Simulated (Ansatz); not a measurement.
## The perfect Al wire along [110], 9 atoms a period

Aim: is the Al wire along [110], 9 atoms a period a metal or a semiconductor?

Main program and level: Ansatz 0.2.0; DFT PBE, plane waves, PAW; relaxation of a wire's period; PAW set soft_1, in the first sound run; inputs show where later runs differ.

### 1. Set-up

The cell holds 9 atoms: 9 Al. Its edges and angles: a = 14.880 Å, b = 12.513 Å, c = 2.857 Å, α = 90.0°, β = 90.0°, γ = 90.0°. Vacuum lies along a and b. The structure's axis is c.

### 2. The relaxed wire

Band widths follow the bond lengths, so the wire is relaxed first. The atoms and the third cell vector are free; the box across stays fixed as vacuum. A Fermi-Dirac smearing is set since the result may be a metal. The pressure printed is a third of the stress's trace over the whole box, vacuum included; only the stress along the axis is relaxed.

The input, input.yaml:

```yaml
crystal:
  lattice:
    - [14.88, 0.0, 0.0]
    - [0.0, 12.513, 0.0]
    - [0.0, 0.0, 2.856711396]
  atoms:
    - { symbol: Al, position: [0.228494624, 0.500016894, 0.0] }
    - { symbol: Al, position: [0.5, 0.271717414, 0.0] }
    - { symbol: Al, position: [0.5, 0.500016894, 0.0] }
    - { symbol: Al, position: [0.771505376, 0.500016894, 0.0] }
    - { symbol: Al, position: [0.364247312, 0.385867154, 0.5] }
    - { symbol: Al, position: [0.364247312, 0.614166634, 0.5] }
    - { symbol: Al, position: [0.635752688, 0.385867154, 0.5] }
    - { symbol: Al, position: [0.635752688, 0.614166634, 0.5] }
    - { symbol: Al, position: [0.5, 0.728316374, 0.0] }
kpoints:
  mp_grid: { grid: [1, 1, 29] }
scf:
  occupations: { method: fermi_dirac, width: 0.05 }
hamiltonian:
  xc: pbe
  pseudopotentials: { kind: paw, azcp: { folder: soft_1 } }
relax:
  cell: { fix: [a, b, alpha, beta, gamma] }
  max_steps: 45
  f_tol: 0.03
```

On the command line:

```sh
$ ansatz run input.yaml --threads 4 --pin off --max-ram 16384MiB --backend cpu --events-out ev --progress --plain --runs-dir out
```

Numbers of over 12 decimals in the logs are rounded to 6 here.

The log of the run:

```text
Engine: ansatz 0.2.0, aarch64-unknown-linux-gnu
Pseudopotentials: kind: paw
Pseudopotential: Al, paw, valence charge 3, recommended cutoff 420 eV (normal), soft_1/Al.paw.azcp
Functional definition: PBE
  parameter kappa = 0.804
  parameter beta = 0.066725
  exchange = pbe_x(kappa = kappa, mu = beta*pi^2/3)
  correlation = pbe_c(beta = beta)
Crystal: 9 atoms, lattice volume = 531.901 Å³
Basis set: ecut = 420 eV, 10417 PW (Γ), exchange–correlation on 200×180×40 points (8 copies of the dense FFT grid, shifted against one another)
Bands: 23, of which v1, the nominal top of the filled ones, is band 14 counted from 1 (13 counted from 0)
Symmetry: 8 space group operations
Space group: Pmmm (ITA 47), of the structure as read, at distance tolerance 8.1e-5 Å
k-points: 15 of 29
Non-local potential: Al, projectors of the file, l = 0: 2, l = 1: 2, l = 2: 1
PAW form: soft (Blöchl's): semilocal exchange-correlation on the pseudo side does not see the compensation charge
PAW one-centre angular grid: Al, 110 points (default); XC on 64 Gauss nodes
Initial density: superposition of atomic densities (neutral atoms: chi_scale 0, normalization atom)
Initial wavefunctions: pseudopotential atomic-orbital guess
Functional: x = pbe(κ = 0.804, μ = 0.219515), c = pbe(β = 0.066725)
SCF iter   1: F=—  HF=-4835.238735 eV  |F-HF|=—  |Δ(HF+E_count)|=         —  Δρ=1.72e-2  dr2=1.21e1  ethr=3.10e-3  ⟨swp⟩=10.3  Hψ=2506  notcnv=0
preconditioner: auto → LDOS  [metal: Δε(μ)=0.039 eV  Ē_g=6.037 eV  σ=0.050 eV  W_gap=0.19  n_scr=40 (ndim 8)  ℏωp=8.4 eV  f_vac=0.430  D(μ)=5.62/eV (n_scr^D=30)  β→1.0]
SCF iter   2: F=—  HF=-4833.210180 eV  |F-HF|=—  |Δ(HF+E_count)|=    2.03e0  Δρ=8.89e-3  dr2=9.24e-1  ethr=3.10e-3  ⟨swp⟩=4.2  Hψ=985  notcnv=0  defer=32
SCF iter   3: F=—  HF=-4833.200382 eV  |F-HF|=—  |Δ(HF+E_count)|=   9.80e-3  Δρ=1.58e-3  dr2=1.17e-1  ethr=3.10e-3  ⟨swp⟩=2.5  Hψ=606  notcnv=0  defer=32
SCF iter   4: F=—  HF=-4833.186908 eV  |F-HF|=—  |Δ(HF+E_count)|=   1.35e-2  Δρ=3.48e-4  dr2=5.49e-3  ethr=4.32e-4  ⟨swp⟩=3.3  Hψ=598  notcnv=0  defer=23
SCF iter   5: F=—  HF=-4833.186347 eV  |F-HF|=—  |Δ(HF+E_count)|=   5.61e-4  Δρ=5.89e-5  dr2=4.86e-5  ethr=2.03e-5  ⟨swp⟩=2.2  Hψ=497  notcnv=0  defer=23
SCF iter   6: F=—  HF=-4833.186336 eV  |F-HF|=—  |Δ(HF+E_count)|=   1.11e-5  Δρ=2.03e-5  dr2=5.64e-6  ethr=1.80e-7  ⟨swp⟩=2.7  Hψ=609  notcnv=0  defer=23
SCF iter   7: F=—  HF=-4833.186338 eV  |F-HF|=—  |Δ(HF+E_count)|=   1.57e-6  Δρ=7.50e-6  dr2=1.86e-6  ethr=2.09e-8  ⟨swp⟩=2.0  Hψ=469  notcnv=0  defer=23
SCF iter   8: F=—  HF=-4833.186338 eV  |F-HF|=—  |Δ(HF+E_count)|=   2.14e-8  Δρ=2.16e-6  dr2=1.54e-7  ethr=6.89e-9  ⟨swp⟩=3.0  Hψ=526  notcnv=0  defer=23
SCF iter   9: F=-4833.186338 eV  HF=-4833.186338 eV  |F-HF|=5.72e-9  |Δ(HF+E_count)|=  5.81e-10  Δρ=5.50e-7  dr2=9.34e-9  ethr=3.70e-10  ⟨swp⟩=5.0  Hψ=1091  notcnv=0
SCF 1 converged in 9 iterations: F = -4833.186338 eV  dr2 = 9.34e-9
  greatest PAW one-centre occupation: 0.493 electrons in one spin orbital (limit 2), on the Al atom at site 3 (counted from 0), in its partial waves of l = 0
relax step   1: F+E_penalty+E_count = -4833.18633789 eV  Δ(F+E_penalty+E_count) = +0.000e0 eV  max|allowed force component| = 2.419e-1 eV/Å  Δτ_max = 0.0000 Å  P = -1.163 GPa  Ω = 531.901 Å³  fix = [a, b, alpha, beta, gamma]  reactions: a -0.337, b -0.421 GPa  (9 SCF iters, dr2 threshold 1.00e-7 eV, accepted)
Crystal: 9 atoms, lattice volume = 505.985 Å³
Basis set: ecut = 420 eV, 9961 PW (Γ), exchange–correlation on 200×180×40 points (8 copies of the dense FFT grid, shifted against one another)
Initial density: handed on by an earlier stage of this run
Initial wavefunctions: those handed on with the density
iter 1 solved again at ethr=5.97e-4 eV; its pass at ethr=3.10e-3 eV (dr2=1.61e-1 eV) is discarded
SCF iter   1: F=—  HF=-4833.545289 eV  |F-HF|=—  |Δ(HF+E_count)|=         —  Δρ=2.78e-3  dr2=1.70e-1  ethr=5.97e-4  ⟨swp⟩=1.4  Hψ=2448  notcnv=0
preconditioner: auto → LDOS  [metal: Δε(μ)=0.094 eV  Ē_g=5.929 eV  σ=0.050 eV  W_gap=0.44  n_scr=40 (ndim 8)  ℏωp=8.6 eV  f_vac=0.477  D(μ)=3.23/eV (n_scr^D=16)  β→1.0]
SCF iter   2: F=—  HF=-4833.512683 eV  |F-HF|=—  |Δ(HF+E_count)|=   3.26e-2  Δρ=1.34e-3  dr2=4.79e-2  ethr=5.97e-4  ⟨swp⟩=3.1  Hψ=727  notcnv=0
SCF iter   3: F=—  HF=-4833.506795 eV  |F-HF|=—  |Δ(HF+E_count)|=   5.89e-3  Δρ=2.38e-4  dr2=1.68e-3  ethr=1.78e-4  ⟨swp⟩=2.1  Hψ=621  notcnv=0
SCF iter   4: F=—  HF=-4833.506576 eV  |F-HF|=—  |Δ(HF+E_count)|=   2.19e-4  Δρ=5.36e-5  dr2=4.74e-5  ethr=6.23e-6  ⟨swp⟩=2.3  Hψ=597  notcnv=0
SCF iter   5: F=—  HF=-4833.506468 eV  |F-HF|=—  |Δ(HF+E_count)|=   1.08e-4  Δρ=1.75e-5  dr2=4.15e-6  ethr=1.76e-7  ⟨swp⟩=2.1  Hψ=498  notcnv=0
SCF iter   6: F=-4833.506470 eV  HF=-4833.506470 eV  |F-HF|=5.17e-8  |Δ(HF+E_count)|=   1.47e-6  Δρ=4.35e-6  dr2=2.56e-7  ethr=3.33e-9  ⟨swp⟩=5.1  Hψ=1226  notcnv=0
SCF 2 converged in 6 iterations: F = -4833.506470 eV  dr2 = 2.56e-7
  greatest PAW one-centre occupation: 0.481 electrons in one spin orbital (limit 2), on the Al atom at site 3 (counted from 0), in its partial waves of l = 0
relax step   2: F+E_penalty+E_count = -4833.50646957 eV  Δ(F+E_penalty+E_count) = -3.201e-1 eV  max|allowed force component| = 7.377e-2 eV/Å  Δτ_max = 0.0370 Å  P = -0.120 GPa  Ω = 505.985 Å³  energy of the carried Pulay correction = +1.613e-3 eV  fix = [a, b, alpha, beta, gamma]  reactions: a +0.412, b +0.022 GPa  (6 SCF iters, dr2 threshold 9.00e-7 eV, accepted)
Crystal: 9 atoms, lattice volume = 487.349 Å³
Basis set: ecut = 420 eV, 9593 PW (Γ), exchange–correlation on 200×180×40 points (8 copies of the dense FFT grid, shifted against one another)
iter 1 solved again at ethr=4.45e-4 eV; its pass at ethr=3.10e-3 eV (dr2=1.20e-1 eV) is discarded
SCF iter   1: F=—  HF=-4833.468280 eV  |F-HF|=—  |Δ(HF+E_count)|=         —  Δρ=3.25e-3  dr2=1.24e-1  ethr=4.45e-4  ⟨swp⟩=1.7  Hψ=2533  notcnv=0
preconditioner: auto → LDOS  [insulator: Δε(μ)=0.150 eV  Ē_g=5.916 eV  σ=0.050 eV  W_gap=0.58  n_scr=40 (ndim 8)  ℏωp=8.7 eV  f_vac=0.466  D(μ)=2.40/eV (n_scr^D=10)  ε∞_Penn≈3.2  β→1.0]
SCF iter   2: F=—  HF=-4833.446856 eV  |F-HF|=—  |Δ(HF+E_count)|=   2.14e-2  Δρ=9.04e-4  dr2=2.10e-2  ethr=4.45e-4  ⟨swp⟩=2.2  Hψ=628  notcnv=0
SCF iter   3: F=—  HF=-4833.445106 eV  |F-HF|=—  |Δ(HF+E_count)|=   1.75e-3  Δρ=3.08e-4  dr2=3.86e-3  ethr=7.78e-5  ⟨swp⟩=2.0  Hψ=631  notcnv=0
SCF iter   4: F=—  HF=-4833.444619 eV  |F-HF|=—  |Δ(HF+E_count)|=   4.87e-4  Δρ=7.94e-5  dr2=1.45e-4  ethr=1.43e-5  ⟨swp⟩=2.4  Hψ=525  notcnv=0
SCF iter   5: F=—  HF=-4833.444477 eV  |F-HF|=—  |Δ(HF+E_count)|=   1.42e-4  Δρ=2.13e-5  dr2=1.13e-5  ethr=5.36e-7  ⟨swp⟩=2.5  Hψ=541  notcnv=0
SCF iter   6: F=-4833.444476 eV  HF=-4833.444476 eV  |F-HF|=1.03e-7  |Δ(HF+E_count)|=   5.77e-7  Δρ=4.19e-6  dr2=1.22e-7  ethr=3.33e-9  ⟨swp⟩=3.9  Hψ=1516  notcnv=0
SCF 3 converged in 6 iterations: F = -4833.444476 eV  dr2 = 1.22e-7
  greatest PAW one-centre occupation: 0.482 electrons in one spin orbital (limit 2), on the Al atom at site 3 (counted from 0), in its partial waves of l = 0
relax step   3: F+E_penalty+E_count = -4833.44447637 eV  Δ(F+E_penalty+E_count) = +6.199e-2 eV  max|allowed force component| = 1.801e-1 eV/Å  Δτ_max = 0.1717 Å  P = +0.157 GPa  Ω = 487.349 Å³  energy of the carried Pulay correction = +2.825e-3 eV  fix = [a, b, alpha, beta, gamma]  (6 SCF iters, dr2 threshold 9.00e-7 eV, rejected (line search))
Crystal: 9 atoms, lattice volume = 498.397 Å³
Basis set: ecut = 420 eV, 9841 PW (Γ), exchange–correlation on 200×180×40 points (8 copies of the dense FFT grid, shifted against one another)
iter 1 solved again at ethr=2.45e-4 eV; its pass at ethr=3.10e-3 eV (dr2=6.60e-2 eV) is discarded
SCF iter   1: F=—  HF=-4833.543456 eV  |F-HF|=—  |Δ(HF+E_count)|=         —  Δρ=2.14e-3  dr2=6.95e-2  ethr=2.45e-4  ⟨swp⟩=1.7  Hψ=2439  notcnv=0
preconditioner: auto → LDOS  [insulator: Δε(μ)=0.127 eV  Ē_g=5.898 eV  σ=0.050 eV  W_gap=0.52  n_scr=40 (ndim 8)  ℏωp=8.6 eV  f_vac=0.486  D(μ)=2.08/eV (n_scr^D=10)  ε∞_Penn≈3.1  β→1.0]
SCF iter   2: F=—  HF=-4833.537313 eV  |F-HF|=—  |Δ(HF+E_count)|=   6.14e-3  Δρ=8.58e-4  dr2=4.59e-2  ethr=2.45e-4  ⟨swp⟩=2.7  Hψ=658  notcnv=0
SCF iter   3: F=—  HF=-4833.532515 eV  |F-HF|=—  |Δ(HF+E_count)|=   4.80e-3  Δρ=2.50e-4  dr2=2.55e-3  ethr=1.70e-4  ⟨swp⟩=2.7  Hψ=569  notcnv=0
SCF iter   4: F=—  HF=-4833.532266 eV  |F-HF|=—  |Δ(HF+E_count)|=   2.50e-4  Δρ=5.90e-5  dr2=4.74e-5  ethr=9.45e-6  ⟨swp⟩=2.5  Hψ=548  notcnv=0
SCF iter   5: F=—  HF=-4833.532159 eV  |F-HF|=—  |Δ(HF+E_count)|=   1.07e-4  Δρ=1.60e-5  dr2=2.64e-6  ethr=1.76e-7  ⟨swp⟩=2.4  Hψ=533  notcnv=0
SCF iter   6: F=—  HF=-4833.532155 eV  |F-HF|=—  |Δ(HF+E_count)|=   3.65e-6  Δρ=3.22e-6  dr2=7.98e-8  ethr=9.78e-9  ⟨swp⟩=2.1  Hψ=516  notcnv=0
SCF iter   7: F=—  HF=-4833.532155 eV  |F-HF|=—  |Δ(HF+E_count)|=   7.03e-8  Δρ=8.33e-7  dr2=1.10e-8  ethr=2.96e-10  ⟨swp⟩=2.1  Hψ=560  notcnv=0
SCF iter   8: F=—  HF=-4833.532155 eV  |F-HF|=—  |Δ(HF+E_count)|=   3.05e-9  Δρ=2.39e-7  dr2=6.60e-10  ethr=4.07e-11  ⟨swp⟩=2.1  Hψ=482  notcnv=0
SCF iter   9: F=-4833.532155 eV  HF=-4833.532155 eV  |F-HF|=6.28e-11  |Δ(HF+E_count)|=  9.55e-11  Δρ=4.92e-8  dr2=1.01e-11  ethr=1.00e-12  ⟨swp⟩=5.8  Hψ=1254  notcnv=0
SCF 4 converged in 9 iterations: F = -4833.532155 eV  dr2 = 1.01e-11
relax step   4: F+E_penalty+E_count = -4833.53215495 eV  Δ(F+E_penalty+E_count) = -2.569e-2 eV  max|allowed force component| = 6.771e-3 eV/Å  Δτ_max = 0.0600 Å  P = +0.043 GPa  Ω = 498.397 Å³  energy of the carried Pulay correction = +2.101e-3 eV  fix = [a, b, alpha, beta, gamma]  reactions: a +0.047, b -0.031 GPa  (9 SCF iters, accepted)
Crystal: 9 atoms, lattice volume = 499.210 Å³
Basis set: ecut = 420 eV, 9849 PW (Γ), exchange–correlation on 200×180×40 points (8 copies of the dense FFT grid, shifted against one another)
iter 1 solved again at ethr=7.23e-7 eV; its pass at ethr=3.10e-3 eV (dr2=1.95e-4 eV) is discarded
SCF iter   1: F=—  HF=-4833.532688 eV  |F-HF|=—  |Δ(HF+E_count)|=         —  Δρ=1.28e-4  dr2=1.98e-4  ethr=7.23e-7  ⟨swp⟩=2.3  Hψ=2133  notcnv=0
preconditioner: auto → LDOS  [insulator: Δε(μ)=0.125 eV  Ē_g=5.897 eV  σ=0.050 eV  W_gap=0.53  n_scr=40 (ndim 8)  ℏωp=8.6 eV  f_vac=0.480  D(μ)=2.30/eV (n_scr^D=10)  ε∞_Penn≈3.1  β→1.0]
SCF iter   2: F=—  HF=-4833.532651 eV  |F-HF|=—  |Δ(HF+E_count)|=   3.70e-5  Δρ=3.88e-5  dr2=3.92e-5  ethr=7.23e-7  ⟨swp⟩=2.0  Hψ=470  notcnv=0
SCF iter   3: F=—  HF=-4833.532536 eV  |F-HF|=—  |Δ(HF+E_count)|=   1.15e-4  Δρ=1.27e-5  dr2=5.43e-6  ethr=1.45e-7  ⟨swp⟩=2.1  Hψ=503  notcnv=0
SCF iter   4: F=—  HF=-4833.532531 eV  |F-HF|=—  |Δ(HF+E_count)|=   5.43e-6  Δρ=2.86e-6  dr2=1.42e-7  ethr=2.01e-8  ⟨swp⟩=2.3  Hψ=552  notcnv=0
SCF iter   5: F=-4833.532531 eV  HF=-4833.532531 eV  |F-HF|=4.01e-9  |Δ(HF+E_count)|=   1.04e-8  Δρ=7.05e-7  dr2=8.47e-9  ethr=1.17e-10  ⟨swp⟩=5.2  Hψ=1218  notcnv=0
SCF 5 converged in 5 iterations: F = -4833.532531 eV  dr2 = 8.47e-9
relax step   5: F+E_penalty+E_count = -4833.53253083 eV  Δ(F+E_penalty+E_count) = -3.759e-4 eV  max|allowed force component| = 4.101e-3 eV/Å  Δτ_max = 0.0056 Å  P = +0.020 GPa  Ω = 499.210 Å³  energy of the carried Pulay correction = +2.049e-3 eV  fix = [a, b, alpha, beta, gamma]  reactions: a +0.076, b -0.025 GPa  (5 SCF iters, dr2 threshold 3.15e-8 eV, accepted)
Basis set: ecut = 420 eV, 9849 PW (Γ), exchange–correlation on 200×180×36 points (8 copies of the dense FFT grid, shifted against one another)
Initial wavefunctions: pseudopotential atomic-orbital guess (no wavefunctions were taken with the density)
iter 1 solved again at ethr=2.62e-6 eV; its pass at ethr=3.10e-3 eV (dr2=7.07e-4 eV) is discarded
SCF iter   1: F=—  HF=-4833.531240 eV  |F-HF|=—  |Δ(HF+E_count)|=         —  Δρ=1.91e-5  dr2=2.06e-7  ethr=2.62e-6  ⟨swp⟩=3.2  Hψ=3457  notcnv=0
eigensolver tolerance schedule: the retry pair's looser diagonalisation over-reported the residual by 3427.98 of it (diagonalisation noise at an unbounded share of the residual, at the tolerance the schedule requests for it); recorded, not acted on — ethr = c·dr2/N_el stays at c = 1.0e-1
preconditioner: auto → LDOS  [insulator: Δε(μ)=0.124 eV  Ē_g=5.898 eV  σ=0.050 eV  W_gap=0.53  n_scr=40 (ndim 8)  ℏωp=8.6 eV  f_vac=0.480  D(μ)=2.32/eV (n_scr^D=10)  ε∞_Penn≈3.1  β→1.0]
SCF iter   2: F=—  HF=-4833.531387 eV  |F-HF|=—  |Δ(HF+E_count)|=   1.47e-4  Δρ=2.20e-6  dr2=1.50e-7  ethr=7.64e-10  ⟨swp⟩=3.3  Hψ=775  notcnv=0
SCF iter   3: F=—  HF=-4833.531387 eV  |F-HF|=—  |Δ(HF+E_count)|=   1.70e-8  Δρ=8.88e-7  dr2=2.17e-8  ethr=5.57e-10  ⟨swp⟩=2.0  Hψ=440  notcnv=0
SCF iter   4: F=—  HF=-4833.531387 eV  |F-HF|=—  |Δ(HF+E_count)|=  4.18e-10  Δρ=2.34e-7  dr2=1.41e-9  ethr=8.02e-11  ⟨swp⟩=2.2  Hψ=432  notcnv=0
SCF iter   5: F=—  HF=-4833.531387 eV  |F-HF|=—  |Δ(HF+E_count)|=  5.18e-11  Δρ=5.26e-8  dr2=1.08e-10  ethr=5.22e-12  ⟨swp⟩=2.1  Hψ=462  notcnv=0
SCF iter   6: F=-4833.531387 eV  HF=-4833.531387 eV  |F-HF|=9.09e-13  |Δ(HF+E_count)|=  5.46e-12  Δρ=1.14e-8  dr2=7.74e-13  ethr=1.00e-12  ⟨swp⟩=4.6  Hψ=1051  notcnv=0
SCF 6 converged in 6 iterations: F = -4833.531387 eV  dr2 = 7.74e-13
relax step   6: F+E_penalty+E_count = -4833.53138701 eV  Δ(F+E_penalty+E_count) = +1.144e-3 eV  max|allowed force component| = 4.145e-3 eV/Å  Δτ_max = 0.0000 Å  P = +0.016 GPa  Ω = 499.210 Å³  fix = [a, b, alpha, beta, gamma]  reactions: a +0.073, b -0.027 GPa  stress off target by 1.29e-3 GPa on what of the cell is left free  SCF on the basis re-selected at this cell (its energy is not comparable with the rows above)  (6 SCF iters)
basis re-selected at this cell: Δ(F+E_penalty+E_count) = +1.144e-3 eV, ΔP = -0.004 GPa vs the last step (what re-selecting the basis moved, of the pressure what is left beyond the Pulay correction that the steps carried, after the strain that the cell walked since its last selection, with what the two solves' SCF thresholds leave and, on support functions, any second-order correction that the steps lacked; it is no measure of the basis error at this ecutwfc). The dense FFT grid was sized anew with the basis: this SCF ran on 100×90×18 points, the steps before it on 100×90×20, so part of this shift can come from that change (see relax.cell in the input reference). [rest of the remark cut]
SCF converged after 6 iterations
Free energy (F): -4833.531387 eV
Harris-Foulkes:  -4833.531387 eV  (|F-HF|=9.09e-13)
Internal energy: -4833.510303 eV  (E = F + TS)
E sigma→0 (E₀):  -4833.520845 eV
Entropy (-TS):   -0.021084 eV (-2.343 meV/atom)
Fermi energy:    -0.311402 eV
--- Per-component energies (eV) ---
  E_band       = -116.967427
  E_kinetic    = 190.379844
  E_local      = -2114.676584  (includes V_loc(G=0)·N_el)
  E_nonlocal   = 92.964091
  E_hartree    = 998.422528
  E_xc         = -330.502574
  E_vxc        = -250.587035  (∫ρ·V_xc dr)
  E_paw        = -4225.051435  (= ΣΔE_a)
  E_vpaw       = -31.892760  (= ΣTr[D̂ρ^β])
  E_aug_tail   = -0.000018  (compensation charges beyond the density's cutoff)
  E_ewald      = 554.953845
  E_smearing   = -0.021084  (= −TS)
  E_closure    = 0.000000  (closes the sum)
  Σ components = -4833.531387   (vs F -4833.531387, Δ=0.00e0)
--- Forces (eV/Å), atoms counted from 1 ---
  atom   1  Al     0.00067884     0.00000000    -0.00000000
  atom   2  Al    -0.00000000    -0.00414473     0.00000000
  atom   3  Al     0.00000000     0.00000000     0.00000000
  atom   4  Al    -0.00067884    -0.00000000     0.00000000
  atom   5  Al     0.00037760    -0.00094141     0.00000000
  atom   6  Al     0.00037760     0.00094141    -0.00000000
  atom   7  Al    -0.00037760    -0.00094141     0.00000000
  atom   8  Al    -0.00037760     0.00094141    -0.00000000
  atom   9  Al     0.00000000     0.00414473    -0.00000000
  max |Σ_I F_I| component: 8.67e-19 eV/Å
--- Stress (GPa, compression-positive) ---
        0.073282       0.000000      -0.000000
        0.000000      -0.027155       0.000000
       -0.000000       0.000000       0.001290
  P = ⅓ Tr σ = 0.0158 GPa (0.158 kbar)
--- Relaxed structure (5 steps of the walk, 4 accepted, 1 SCFs on fresh bases) ---
  F+E_penalty+E_count = -4833.53138701 eV   max|allowed force component| = 4.145e-3 eV/Å   (the final SCF, on the basis selected at the relaxed cell)
  cell:  # Å, volume = 499.2103 Å³
    - [14.88, 0, 0]
    - [0, 12.513, 0]
    - [0, 0, 2.681138]
  atoms:
    - { symbol: Al, position: [0.225463, 0.500017, 0] }
    - { symbol: Al, position: [0.5, 0.275777, 0.0] }
    - { symbol: Al, position: [0.5, 0.500017, 0.0] }
    - { symbol: Al, position: [0.774537, 0.500017, 0.0] }
    - { symbol: Al, position: [0.359989, 0.387269, 0.5] }
    - { symbol: Al, position: [0.359989, 0.612764, 0.5] }
    - { symbol: Al, position: [0.640011, 0.387269, 0.5] }
    - { symbol: Al, position: [0.640011, 0.612764, 0.5] }
    - { symbol: Al, position: [0.5, 0.724257, 0] }
```

Wall time 21 s (4 threads of Arm Neoverse V1, shared host); peak memory 0.85 GiB.

[end of part 1 of 2]

[Logs are printed without paths, hosts, clocks, repeated set-up lines and the standing remarks that a program may print on its own settings, such as how far it seeks lower states.]

[Hosts, paths, dates, database ids (printed as entryN), source tags and the programs' standing remarks are cut or masked in the printed files.]
